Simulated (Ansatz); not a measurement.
# Formation energy and levels of the vacancy V_F (site 2) in KYBeF6 (P2_1/m)

Wanted: the transition levels of a vacancy in KYBeF6 (P2_1/m), from a cell of 72 host atoms with 1 F taken out.

Main program and level: Ansatz 0.2.0; place-levels on PBEsol runs: charge-transition levels and formation energies with image-charge correction and potential alignment at the atomic sites.

## (1) The structure

The cell holds 71 atoms: 8 K, 8 Y, 8 Be and 47 F. Cell: a = 12.537 Å, b = 9.391 Å, c = 12.537 Å, α = 111.1°, β = 125.0°, γ = 102.1°. It derives from KYBeF6 (space group P2_1/m). Nearest the centre at fractional (0.435, 0.588, 0.618): Be18 at 1.56 Å, Y13 at 2.23 Å, F37 at 2.50 Å, F41 at 2.54 Å, F65 at 2.54 Å, F46 at 2.65 Å, F71 at 2.70 Å, F31 at 2.72 Å.

As a file:

```xyz
71
Lattice="-9.0592 5.7879 6.4505 3.6159 -5.7879 6.4503 9.0592 5.7879 -6.4505" Properties=species:S:1:pos:R:3 pbc="T T T"
K    -0.1222    1.4470    1.3188
K     6.2154    1.4470    1.3187
K    -0.1222    7.2349    1.3188
K    -2.8439    1.4470    7.7692
K     6.4598    4.3409   -1.3188
K     3.7382   -1.4470    5.1316
K    -2.5994    4.3409    5.1316
K     3.7382    4.3409    5.1316
Y     2.9468    1.4470   -1.1579
Y     9.2844    1.4470   -1.1580
Y     2.9468    7.2349   -1.1579
Y     0.2252    1.4470    5.2925
Y     3.3908    4.3409    1.1579
Y     0.6691   -1.4470    7.6083
Y    -5.6685    4.3409    7.6083
Y     0.6691    4.3409    7.6083
Be   -2.9297    1.4470    3.4636
Be    3.4079    1.4470    3.4635
Be   -2.9297    7.2349    3.4636
Be   -5.6514    1.4470    9.9140
Be    9.2673    4.3409   -3.4636
Be    6.5456   -1.4470    2.9868
Be    0.2081    4.3409    2.9868
Be    6.5456    4.3409    2.9868
F    -2.5598    2.6952    2.6128
F    -2.5598    8.4832    2.6128
F    -5.2814    2.6952    9.0632
F     8.8974    3.0927   -2.6128
F     6.1757   -2.6952    3.8376
F    -0.1619    3.0927    3.8376
F     6.1757    3.0927    3.8376
F    -0.1619   -0.1987    3.8376
F     6.1757   -0.1987    3.8376
F    -0.1619    5.5892    3.8376
F    -2.8835   -0.1987   10.2880
F     6.4995    5.9866   -3.8377
F     3.7778    0.1987    2.6127
F    -2.5598    5.9866    2.6128
F     3.7778    5.9866    2.6127
F     4.6366    7.2349   -2.6441
F     1.9149    1.4470    3.8063
F    -4.4227    7.2349    3.8064
F     1.9149    7.2349    3.8063
F     1.7010   -1.4470    2.6440
F     8.0386   -1.4470    2.6439
F     1.7010    4.3409    2.6440
F    -1.0207   -1.4470    9.0944
F     4.4089    2.8831   -0.2273
F     1.6873   -2.9048    6.2231
F    -4.6503    2.8831    6.2232
F     1.6873    2.8831    6.2231
F     1.9286    2.9048    0.2272
F     8.2662    2.9048    0.2272
F     1.9286    8.6927    0.2272
F    -0.7930    2.9048    6.6776
F     1.9286   -0.0108    0.2272
F     8.2662   -0.0108    0.2272
F     1.9286    5.7771    0.2272
F    -0.7930   -0.0108    6.6776
F     4.4089    5.7987   -0.2273
F     1.6873    0.0108    6.2231
F    -4.6503    5.7987    6.2232
F     1.6873    5.7987    6.2231
F    -2.0841    1.4470    4.7759
F     4.2535    1.4470    4.7758
F    -2.0841    7.2349    4.7759
F    -4.8058    1.4470   11.2263
F     8.4217    4.3409   -4.7759
F     5.7000   -1.4470    1.6745
F    -0.6376    4.3409    1.6745
F     5.7000    4.3409    1.6745
```

Known beforehand: the electronic dielectric constant, (2.20, 2.26, 2.20), and the static one, principal values (7.48, 8.83, 8.86), from a response run on this crystal (DFPT, PBEsol) at that run's own cell.

The cell's shortest repeat is 9.4 Å.

## (2) What was run first

A transition level is the Fermi level at which two charge states cost the same, so each charge needs its own total energy, at its own relaxed structure.

Each atom starts 0.05 Å or so off its site in a random direction. Forces are taken at one point at (¼, ¼, ¼). The cell holds 1 electron more than the neutral one, with a uniform background that keeps it neutral on the whole.

The sampling was tested on the host first: at the k-points planned (1x1x1 shifted 0.25 0.25 0.25) its energy lies 0.000 eV an atom from the dense-mesh value, under the bound of 0.02 eV set for this test; that bounds the host's error, not the defect's.

One of the inputs; charge, spin and start change from state to state.

Input file qm1.relax/input.yaml:

```yaml
crystal:
  lattice:
    - [-9.05924232, 5.78791686, 6.45045802]
    - [3.61592523, -5.78791686, 6.45034546]
    - [9.05924232, 5.78791686, -6.45045802]
  atoms:
    - { symbol: K, position: [0.22722502, 0.13648178, 0.15925677] }
    - { symbol: K, position: [0.22722502, 0.63648178, 0.65925677] }
    - { symbol: K, position: [0.72722502, 0.13648178, 0.65925677] }
    - { symbol: K, position: [0.72722502, 0.63648178, 0.15925677] }
    - { symbol: K, position: [0.27277498, 0.36351822, 0.84074323] }
    - { symbol: K, position: [0.27277498, 0.86351822, 0.34074323] }
    - { symbol: K, position: [0.77277498, 0.36351822, 0.34074323] }
    - { symbol: K, position: [0.77277498, 0.86351822, 0.84074323] }
    - { symbol: "Y", position: [0.03524473, 0.10418632, 0.31894159] }
    - { symbol: "Y", position: [0.03524473, 0.60418632, 0.81894159] }
    - { symbol: "Y", position: [0.53524473, 0.10418632, 0.81894159] }
    - { symbol: "Y", position: [0.53524473, 0.60418632, 0.31894159] }
    - { symbol: "Y", position: [0.46475527, 0.39581368, 0.68105841] }
    - { symbol: "Y", position: [0.46475527, 0.89581368, 0.18105841] }
    - { symbol: "Y", position: [0.96475527, 0.39581368, 0.18105841] }
    - { symbol: "Y", position: [0.96475527, 0.89581368, 0.68105841] }
    - { symbol: Be, position: [0.39347576, 0.15263366, 0.0091579] }
    - { symbol: Be, position: [0.39347576, 0.65263366, 0.5091579] }
    - { symbol: Be, position: [0.89347576, 0.15263366, 0.5091579] }
    - { symbol: Be, position: [0.89347576, 0.65263366, 0.0091579] }
    - { symbol: Be, position: [0.10652424, 0.34736634, 0.9908421] }
    - { symbol: Be, position: [0.10652424, 0.84736634, 0.4908421] }
    - { symbol: Be, position: [0.60652424, 0.34736634, 0.4908421] }
    - { symbol: Be, position: [0.60652424, 0.84736634, 0.9908421] }
    - { symbol: F, position: [0.43536177, 0.0875511, 0.1178571] }
    - { symbol: F, position: [0.43536177, 0.5875511, 0.6178571] }
    - { symbol: F, position: [0.93536177, 0.0875511, 0.6178571] }
    - { symbol: F, position: [0.93536177, 0.5875511, 0.1178571] }
    - { symbol: F, position: [0.06463823, 0.4124489, 0.8821429] }
    - { symbol: F, position: [0.06463823, 0.9124489, 0.3821429] }
    - { symbol: F, position: [0.56463823, 0.4124489, 0.3821429] }
    - { symbol: F, position: [0.56463823, 0.9124489, 0.8821429] }
    - { symbol: F, position: [0.280306, 0.4124489, 0.09781068] }
    - { symbol: F, position: [0.280306, 0.9124489, 0.59781068] }
    - { symbol: F, position: [0.780306, 0.4124489, 0.59781068] }
    - { symbol: F, position: [0.780306, 0.9124489, 0.09781068] }
    - { symbol: F, position: [0.219694, 0.0875511, 0.90218932] }
    - { symbol: F, position: [0.219694, 0.5875511, 0.40218932] }
    - { symbol: F, position: [0.719694, 0.0875511, 0.40218932] }
    - { symbol: F, position: [0.719694, 0.5875511, 0.90218932] }
    - { symbol: F, position: [0.42004959, 0.07283435, 0.90278477] }
    - { symbol: F, position: [0.42004959, 0.57283435, 0.40278477] }
    - { symbol: F, position: [0.92004959, 0.07283435, 0.40278477] }
    - { symbol: F, position: [0.92004959, 0.57283435, 0.90278477] }
    - { symbol: F, position: [0.07995041, 0.42716565, 0.09721523] }
    - { symbol: F, position: [0.07995041, 0.92716565, 0.59721523] }
    - { symbol: F, position: [0.57995041, 0.42716565, 0.59721523] }
    - { symbol: F, position: [0.57995041, 0.92716565, 0.09721523] }
    - { symbol: F, position: [0.23144994, 0.32266075, 0.58934141] }
    - { symbol: F, position: [0.23144994, 0.82266075, 0.08934141] }
    - { symbol: F, position: [0.73144994, 0.32266075, 0.08934141] }
    - { symbol: F, position: [0.73144994, 0.82266075, 0.58934141] }
    - { symbol: F, position: [0.26855006, 0.17733925, 0.41065859] }
    - { symbol: F, position: [0.26855006, 0.67733925, 0.91065859] }
    - { symbol: F, position: [0.76855006, 0.17733925, 0.91065859] }
    - { symbol: F, position: [0.76855006, 0.67733925, 0.41065859] }
    - { symbol: F, position: [0.01668066, 0.17733925, 0.15878919] }
    - { symbol: F, position: [0.01668066, 0.67733925, 0.65878919] }
    - { symbol: F, position: [0.51668066, 0.17733925, 0.65878919] }
    - { symbol: F, position: [0.51668066, 0.67733925, 0.15878919] }
    - { symbol: F, position: [0.48331934, 0.32266075, 0.84121081] }
    - { symbol: F, position: [0.48331934, 0.82266075, 0.34121081] }
    - { symbol: F, position: [0.98331934, 0.32266075, 0.34121081] }
    - { symbol: F, position: [0.98331934, 0.82266075, 0.84121081] }
    - { symbol: F, position: [0.49520035, 0.3647579, 0.11955755] }
    - { symbol: F, position: [0.49520035, 0.8647579, 0.61955755] }
    - { symbol: F, position: [0.99520035, 0.3647579, 0.61955755] }
    - { symbol: F, position: [0.99520035, 0.8647579, 0.11955755] }
    - { symbol: F, position: [0.00479965, 0.1352421, 0.88044245] }
    - { symbol: F, position: [0.00479965, 0.6352421, 0.38044245] }
    - { symbol: F, position: [0.50479965, 0.1352421, 0.38044245] }
    - { symbol: F, position: [0.50479965, 0.6352421, 0.88044245] }
  supercell: [1, 1, 1]
  defects: [{ vacancy: 25 }]
total_charge: -1
basis:
  ecutwfc: 420
  xc_grid: 2
hamiltonian:
  xc: pbesol
kpoints:
  mp_grid: { grid: [1, 1, 1], shift: [0.25, 0.25, 0.25] }
scf:
  occupations: { method: fixed }
  max_iter: 60
output:
  forces: true
  charged_corrections:
    epsilon: [2.2, 2.26, 2.2]
    static_epsilon: [[7.72, 0.0, 0.52], [0.0, 8.83, 0.0], [0.52, 0.0, 8.62]]
relax:
  f_tol: 0.02
  max_steps: 80
  random_displacement: { amplitude: 0.05, seed: 6881 }
checkpoint:
  write: "../qm1.relax.run"
  compress: false
  write_wavefunctions: true
  write_every: 100000
```

Command:

```sh
ansatz run input.yaml --threads 4 --pin off --max-ram 7536MiB --backend cpu --events-out ev --progress --plain --runs-dir out
```

The relaxed structure is kept and the sampling changed to a 2×2×2 shifted mesh.

The run of this state that the levels use, under PBEsol:

Input file qm1.point/input.yaml:

```yaml
crystal:
  checkpoint: "../qm1.relax.run"
  host: checkpoint
total_charge: -1
basis:
  ecutwfc: 420
  xc_grid: 2
hamiltonian:
  xc: pbesol
kpoints:
  mp_grid: { grid: [2, 2, 2], shift: [0.5, 0.5, 0.5] }
scf:
  occupations: { method: fermi_dirac, width: 0.01 }
  max_iter: 60
output:
  forces: true
  eigenvalues: true
  charged_corrections:
    epsilon: [2.2, 2.26, 2.2]
    static_epsilon: [[7.72, 0.0, 0.52], [0.0, 8.83, 0.0], [0.52, 0.0, 8.62]]
    defect_position: [0.435362, 0.587551, 0.617857]
  eigenstates: { localisation: true }
  populations: true
  band_densities: [{ bands: [v1, v1] }, { bands: [c1, c1] }]
  write_density: true
  write_potential: true
  volumetric_format: npy
  elf: true
checkpoint:
  read: "../qm1.relax.run"
  write: "../qm1.point.run"
  compress: false
  write_wavefunctions: false
  write_every: 100000
```

Relaxations under PBEsol at one point at (¼, ¼, ¼); times on 4 threads of Arm Neoverse V1, shared host:

| charge | moment (μB) | occupations | outcome | steps | largest displacement against the far atoms (Å) | time |
| --- | --- | --- | --- | --- | --- | --- |
| −1 | 0 | fixed | converged | 8 | 0.32 | 2.2 min |
| 0 | 1 | fixed | converged | 7 | 0.16 | 3.9 min |
| +1 | 0 | fixed | converged | 16 | 0.95 | 4 min |

Single points under PBEsol at a 2×2×2 shifted mesh; times on 4 threads of Arm Neoverse V1, shared host:

```csv
charge,moment (μB),occupations,outcome,time
−1,0,fermi-dirac,converged,1.9 min
0,1,fermi-dirac,converged,3.7 min
+1,0,fermi-dirac,converged,1.9 min
```

Distances (Å) from the ideal centre to the nearest atoms after relaxation with PBEsol:

```
charge  moment (μB)       1.       2.      3.      4.      5.      6.
    −1            0  Be 1.27   Y 2.08  F 2.39  F 2.53  F 2.55  F 2.69
     0            1  Be 1.48   Y 2.19  F 2.37  F 2.47  F 2.50  F 2.61
    +1            0   F 1.82  Be 1.83  F 2.14  Y 2.34  F 2.36  F 2.45
```

(Continued in part 2 of 2.)

[Logs are printed without paths, hosts, clocks, repeated set-up lines and the standing remarks that a program may print on its own settings, such as how far it seeks lower states.]

[Hosts, paths, dates, database ids (printed as entryN), source tags and the programs' standing remarks are cut or masked in the printed files.]

[Where a table of states has a column of steps, it counts the stored structures, which are thinned; the runs took as many ionic steps or more.]

[A defect's name tells the site on which it was built; relaxed atoms can leave that site.]

[For some hosts the program warned that the k-mesh of the response run may be too coarse for force constants and the static dielectric constant; such warnings are not shown here.]
